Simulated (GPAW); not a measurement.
# Core-hole calculation of the O K edge in NbFeO4 (I-4m2), part 5 of 5

Aim: the near-edge shape at the O K edge of NbFeO4 (I-4m2), and what the core hole does to it.

GPAW 26.7.0; X-ray absorption from dipole matrix elements to empty bands, plane-wave PAW LDA+U.

So far. Step 7 (Spectrum with FCH, O atom 5): The hole costs E(hole) − E(ground) = 519.75 eV, and the lowest empty level of the hole cell on the spectrum's mesh lies at 4.82 eV, which puts the zero at 524.57 eV. Step 8 (Excitation energy, O atom 3): The total-energy difference is 524.60 eV.

## Step 12: Spectrum with FCH, O atom 3

Another set-up is tried: k mesh of the field to 1×1×1.

Contents of xas.py:

```python
import numpy as np
from ase import Atoms
from ase.parallel import parprint, paropen
from gpaw import GPAW, PW, FermiDirac, Mixer, MixerDif, setup_paths
from gpaw.test import gen
setup_paths.insert(0, '.')
gen('O', name='fch1s', xcname='LDA', corehole=(1, 0, 1), write_xml=True)
from gpaw.mpi import world
world.barrier()

atoms = Atoms('Nb2Fe2O8',
    cell=[[3.91702196, -3.91702196, 0],
     [3.91702196, 3.91702196, 0],
     [-1.95851098, 1.95851098, 5.03653014]],
    scaled_positions=[[0.5, 0.25, 0.5],
     [0, 0.75, 0.5],
     [0, 0, 0],
     [0.5, 0.5, 0],
     [0.299371, 0.25, 0.098742],
     [0.799371, 0.75, 0.098742],
     [0.700629, 0.25, 0.901258],
     [0.200629, 0.75, 0.901258],
     [0.20996175, 0, 0.4199235],
     [0.70996175, 0.5, 0.4199235],
     [0.79003825, 0, 0.5800765],
     [0.29003825, 0.5, 0.5800765]],
    magmoms=[0.0, 0.0, 4.0, 4.0, 0.0, 0.0, 0.0, 0.0, 0.0, 0.0, 0.0, 0.0],
    pbc=True)
atoms.calc = calc = GPAW(legacy_gpaw=True, mode=PW(500, force_complex_dtype=True), xc='LDA', setups={'Fe': ':d,5.3', 4: 'fch1s'},
    kpts={'size': (1, 1, 1), 'gamma': True}, occupations=FermiDirac(0.02),
    charge=0, mixer=MixerDif(0.05, 8, 50), maxiter=150,
    convergence={'density': 0.0001, 'eigenstates': 1e-6}, txt='scf.txt')
energy = atoms.get_potential_energy() + calc.get_reference_energy()
ef = calc.get_fermi_level()
out = dict(energy=energy, fermi=ef, forces=atoms.get_forces().tolist(), magmoms=atoms.get_magnetic_moments().tolist())
parprint(f'all-electron energy {energy:.4f} eV, Fermi level {ef:.4f} eV')
ev = np.array([[calc.get_eigenvalues(k, s) for k in range(len(calc.get_ibz_k_points()))] for s in range(calc.get_number_of_spins())])
out['homo'], out['lumo'], out['counts'] = ev[ev < ef].max(), ev[ev > ef].min(), sorted(set((ev < ef).sum((0, 2)).tolist()))
out['filled'] = (ev[:, 0] < ef).sum(1).tolist()

from ase.units import Ha
from gpaw.xas import dipole_matrix_elements
nb = int(calc.get_number_of_electrons() / 2) + 115
top, nb = nb, nb + 8 + nb // 12
nscf = calc.fixed_density(kpts={'size': (3, 3, 3), 'gamma': True}, nbands=nb,
    convergence={'bands': top, 'eigenstates': 5e-3}, maxiter=60, txt='nscf.txt')
cell = atoms.cell.array
ops = [cell.T @ U.T @ np.linalg.inv(cell.T) for U in nscf.wfs.kd.symmetry.op_scc]
filled = [50, 40]  # bands filled in the ground state, by spin
E = np.arange(-6, 34, 0.1)
fwhm = np.interp(E, [4, 25], [0.9, 3.5])
Y, X, zero, highest = 0, 0, 1e9, 1e9
for spin in range(nscf.get_number_of_spins()):
    wfs = nscf.wfs
    mine = wfs.bd.get_slice()  # this rank's bands
    A = dipole_matrix_elements(wfs.setups[4])
    eps = np.zeros((wfs.kd.nibzkpts, nb))
    d = np.zeros((3, A.shape[1], wfs.kd.nibzkpts, nb), complex)
    for kpt in wfs.kpt_u:
        if kpt.s == spin and 4 in kpt.P_ani:
            eps[kpt.k, mine] = kpt.eps_n * Ha
            d[:, :, kpt.k, mine] = (kpt.weight * wfs.nspins / 2) ** 0.5 * np.inner(A, kpt.P_ani[4])
    world.sum(eps)
    world.sum(d)
    T = np.einsum('amkn,bmkn->abkn', d, d.conj()).real
    T = sum(np.einsum('ai,ijkn,bj->abkn', R, T, R) for R in ops) / len(ops)
    empty = np.ones_like(eps, bool) & (np.arange(nb) >= filled[spin])
    zero, highest = min(zero, eps[empty].min()), min(highest, eps[:, top - 1].min())
    lines = [(eps, T, empty)] if spin == 0 else lines + [(eps, T, empty)]
for eps, T, empty in lines:
    f = np.einsum('aakn->akn', T).reshape(3, -1)
    x = eps.ravel() - zero
    w = np.interp(x, E, fwhm) / 2.35482
    g = np.exp(-0.5 * ((E[:, None] - x) / w) ** 2) / (w * (2 * np.pi) ** 0.5)
    Y = Y + (f * empty.ravel()) @ g.T
    X = X + (f * ~empty.ravel()) @ g.T
out.update(E=E.round(2).tolist(), xas=Y.tolist(), xes=X.tolist(), zero=zero, valid=highest - zero, nk=len(eps), nb=nb)
for i in range(0, len(E), 10):
    parprint(f'{E[i]:7.2f}', *(f'{v:10.3e}' for v in Y[:, i]))
import json
with paropen('out.json', 'w') as f:
    json.dump(out, f)
```

Command:

```bash
> OMP_NUM_THREADS=1 mpirun -n 4 gpaw python xas.py
```

Numbers of over 12 decimals in the logs are rounded to 6 here.

Output:

```text
Input parameters:
  convergence: {density: 0.0001,
                eigenstates: 1e-06}
  kpts: {gamma: True,
         size: (1, 1, 1)}
  maxiter: 150
  mixer: {backend: pulay,
          beta: 0.05,
          method: difference,
          nmaxold: 8,
          weight: 50}
  mode: {ecut: 500.0,
         force_complex_dtype: True,
         name: pw}
  occupations: {fixmagmom: False,
                name: fermi-dirac,
[...]
2s:      -1.594915    -1.596334
2p:      -1.067100    -1.073375
*d:                   -0.060686
*f:                   -0.013559
-------------------------------
all-electron energy -292518.7740 eV, Fermi level 4.3271 eV
  -6.00  2.397e-71  1.954e-71  9.248e-64
  -5.00  7.683e-55  6.191e-55  2.818e-47
  -4.00  2.643e-41  3.187e-41  9.252e-34
  -3.00  5.532e-30  1.973e-28  3.264e-23
[...]
32.00  1.222e-04  1.385e-04  1.500e-04
  33.00  1.099e-04  1.399e-04  1.459e-04
[key lines of the parts left out:]
Converged after 21 iterations.
Dipole moment: (-0.437093, -0.058109, -0.042872) |e|*Ang
Free energy:   -139.237304
Fermi level: 4.32708
```

It took 53 s on 4 MPI ranks of Intel Xeon 6975P-C (Granite Rapids), shared host; peak memory 0.51 GiB; 3.6 min of CPU time.

The run finished. A setting was moved off its sound value on purpose, so it serves as a test and not as the result.

The fault put into the input: the field is made at the zone centre alone.

The scaled spectrum changes by 10 % r.m.s. The highest intensity below 16 eV goes from 9.1 eV (1.86) to 9.4 eV (1.85).

```tsv
E (eV)	first run	this run
-2.0	0.00	0.00
-0.5	0.00	0.00
1.0	1.25	0.91
2.5	0.81	1.07
4.0	0.10	0.08
5.5	1.34	1.35
7.0	1.15	0.97
8.5	1.65	1.55
10.0	1.47	1.64
11.5	1.15	1.17
13.0	1.23	1.26
14.5	1.00	1.06
16.0	0.72	0.76
17.5	0.66	0.65
19.0	0.77	0.76
20.5	0.85	0.85
22.0	0.77	0.79
23.5	0.62	0.64
25.0	0.59	0.58
26.5	0.71	0.69
28.0	0.87	0.85
29.5	0.99	0.98
31.0	1.12	1.10
```

## Step 13: With and without the hole

Both curves are counted from their own zero, so only the shift of weight within the empty states shows.

```tsv
E (eV)	no hole	FCH
-2.0	0.00	0.00
-1.0	0.00	0.00
0.0	0.00	0.03
1.0	0.41	1.25
2.0	2.46	1.30
3.0	1.36	0.33
4.0	0.11	0.10
5.0	0.28	1.15
6.0	1.13	1.07
7.0	0.95	1.15
8.0	1.16	1.46
9.0	1.48	1.85
10.0	1.34	1.47
11.0	1.22	1.14
12.0	1.23	1.20
13.0	1.32	1.23
14.0	1.24	1.10
15.0	1.02	0.90
16.0	0.80	0.72
17.0	0.67	0.64
18.0	0.68	0.69
19.0	0.73	0.77
20.0	0.77	0.84
21.0	0.77	0.84
22.0	0.71	0.77
23.0	0.62	0.66
24.0	0.53	0.59
25.0	0.48	0.59
26.0	0.50	0.66
27.0	0.55	0.77
28.0	0.62	0.87
29.0	0.70	0.95
30.0	0.78	1.04
31.0	0.86	1.12
32.0	0.91	1.14
```

With each curve scaled to its own mean, the area from −2 to 6 eV with the hole is 4.7 against 5.1, and the centre of weight from −1 to 20 eV moves by +0.1 eV (first and strongest maxima below 20 eV: 2.2 eV (2.57), 9.0 eV (1.48) and 13.2 eV (1.33) without the hole, 1.4 eV (1.66), 5.4 eV (1.36) and 9.1 eV (1.86) with it); the shape changes all the same, by 38 % r.m.s.

## Step 14: Site by site

```tsv
atom	surroundings	onset shift (eV)	energy of the highest intensity below 16 eV
3	2 Fe at 2.02 Å and 1 Nb at 2.02 Å (distorted T-shaped, site symmetry 2mm)	+0.00	9.1
5	2 Nb at 2.00 Å and 1 Fe at 2.11 Å (distorted T-shaped, site symmetry 2mm)	+0.44	5.8
```

On one energy scale, from the first site's zero:

```tsv
E (eV)	atom 3	atom 5
-2.0	0.00	0.00
-1.0	0.00	0.00
0.0	0.03	0.00
1.0	1.25	0.26
2.0	1.30	1.55
3.0	0.33	1.26
4.0	0.10	0.19
5.0	1.15	0.98
6.0	1.07	2.04
7.0	1.15	1.22
8.0	1.46	0.81
9.0	1.85	1.22
10.0	1.47	1.24
11.0	1.14	1.03
12.0	1.20	1.07
13.0	1.23	1.41
14.0	1.10	1.49
15.0	0.90	1.01
16.0	0.72	0.64
17.0	0.64	0.48
18.0	0.69	0.51
19.0	0.77	0.67
20.0	0.84	0.84
21.0	0.84	0.94
22.0	0.77	0.94
23.0	0.66	0.84
24.0	0.59	0.73
25.0	0.59	0.67
26.0	0.66	0.67
27.0	0.77	0.71
28.0	0.87	0.78
29.0	0.95	0.88
30.0	1.04	0.97
31.0	1.12	1.03
32.0	1.14	1.05
```

## Step 15: Results

```
absorber and edge                                    : O K, atom 3 of the ground-state input (counted from 1)
surroundings                                         : 2 Fe at 2.02 Å and 1 Nb at 2.02 Å (distorted T-shaped, site symmetry 2mm)
highest intensity below 16 eV                        : 9.1 eV above the zero, height 1.86
photon energy of the zero (spin-polarised hole, raw) : 524.1 eV (LDA puts this hole about 4 eV below PBE, itself good to a few eV)
```

In words: The O K edge of atom 3, with 2 Fe at 2.02 Å and 1 Nb at 2.02 Å (distorted T-shaped, site symmetry 2mm), has its highest intensity of the first 16 eV at 9.1 eV above the zero, near 533 eV in photon energy (LDA puts this hole about 4 eV below PBE, itself good to a few eV), 1.9 times the mean level of the first 20 eV (Gaussian full width 0.9 eV up to 4 eV, rising linearly to 3.5 eV at 25 eV). The O K spectra of the 2 sites differ in shape by up to 30 % r.m.s. after the best shift, and their zeros spread over 0.44 eV. With each curve scaled to its own mean, the area from −2 to 6 eV with the hole is 4.7 against 5.1, and the centre of weight from −1 to 20 eV moves by +0.1 eV (first and strongest maxima below 20 eV: 2.2 eV (2.57), 9.0 eV (1.48) and 13.2 eV (1.33) without the hole, 1.4 eV (1.66), 5.4 eV (1.36) and 9.1 eV (1.86) with it); the shape changes all the same, by 38 % r.m.s. The neutral-cell energy lies +0.5 eV from the charged-cell zero, a gap made of the charged-cell error and of where the added electron settles. A cell with holes 3.9 Å apart changes the curve by 11 % r.m.s. (11 % after the best shift). At the O K edge of atom 3 polarisation matters most near 5.3 eV, where the curves differ by 3.1 on this scale. The hole lies in one spin channel, while the script sums the empty states of both and takes the lower zero; where the two channels are split, this blurs and shifts the curve. The spins start ferromagnetically in a simple order, which needn't be the measured one; gap and edge can depend on it. The holes are only 5.5 Å apart, so the shape is probably not converged with cell size; no larger cell was run here. The mesh is coarse (0.43 Å⁻¹ between points), so small maxima may be mesh ripples. Lifetime broadening is put in by hand, and intensities beyond about 20 eV depend on it and on the partial waves; weight that the partial waves miss at high energy is lost. The structure is a computed Materials Project entry and may be a hypothetical form.

[Banner, clock and machine lines of the logs are left out without a mark of their own.]

[Logs are printed without paths, hosts, clocks, repeated set-up lines and the standing remarks that a program may print on its own settings, such as how far it seeks lower states.]

[Hosts, paths, dates, database ids (printed as entryN), source tags and the programs' standing remarks are cut or masked in the printed files.]

[Lists of maxima count a maximum above −3 eV only where it reaches 4 % of the highest in the window and stands out from its surroundings by 2 % of it (1.5 % where it reaches 55 %); shoulders and weaker maxima are passed over, and of the rest the first, up to two pre-edge ones and the few strongest are named.]
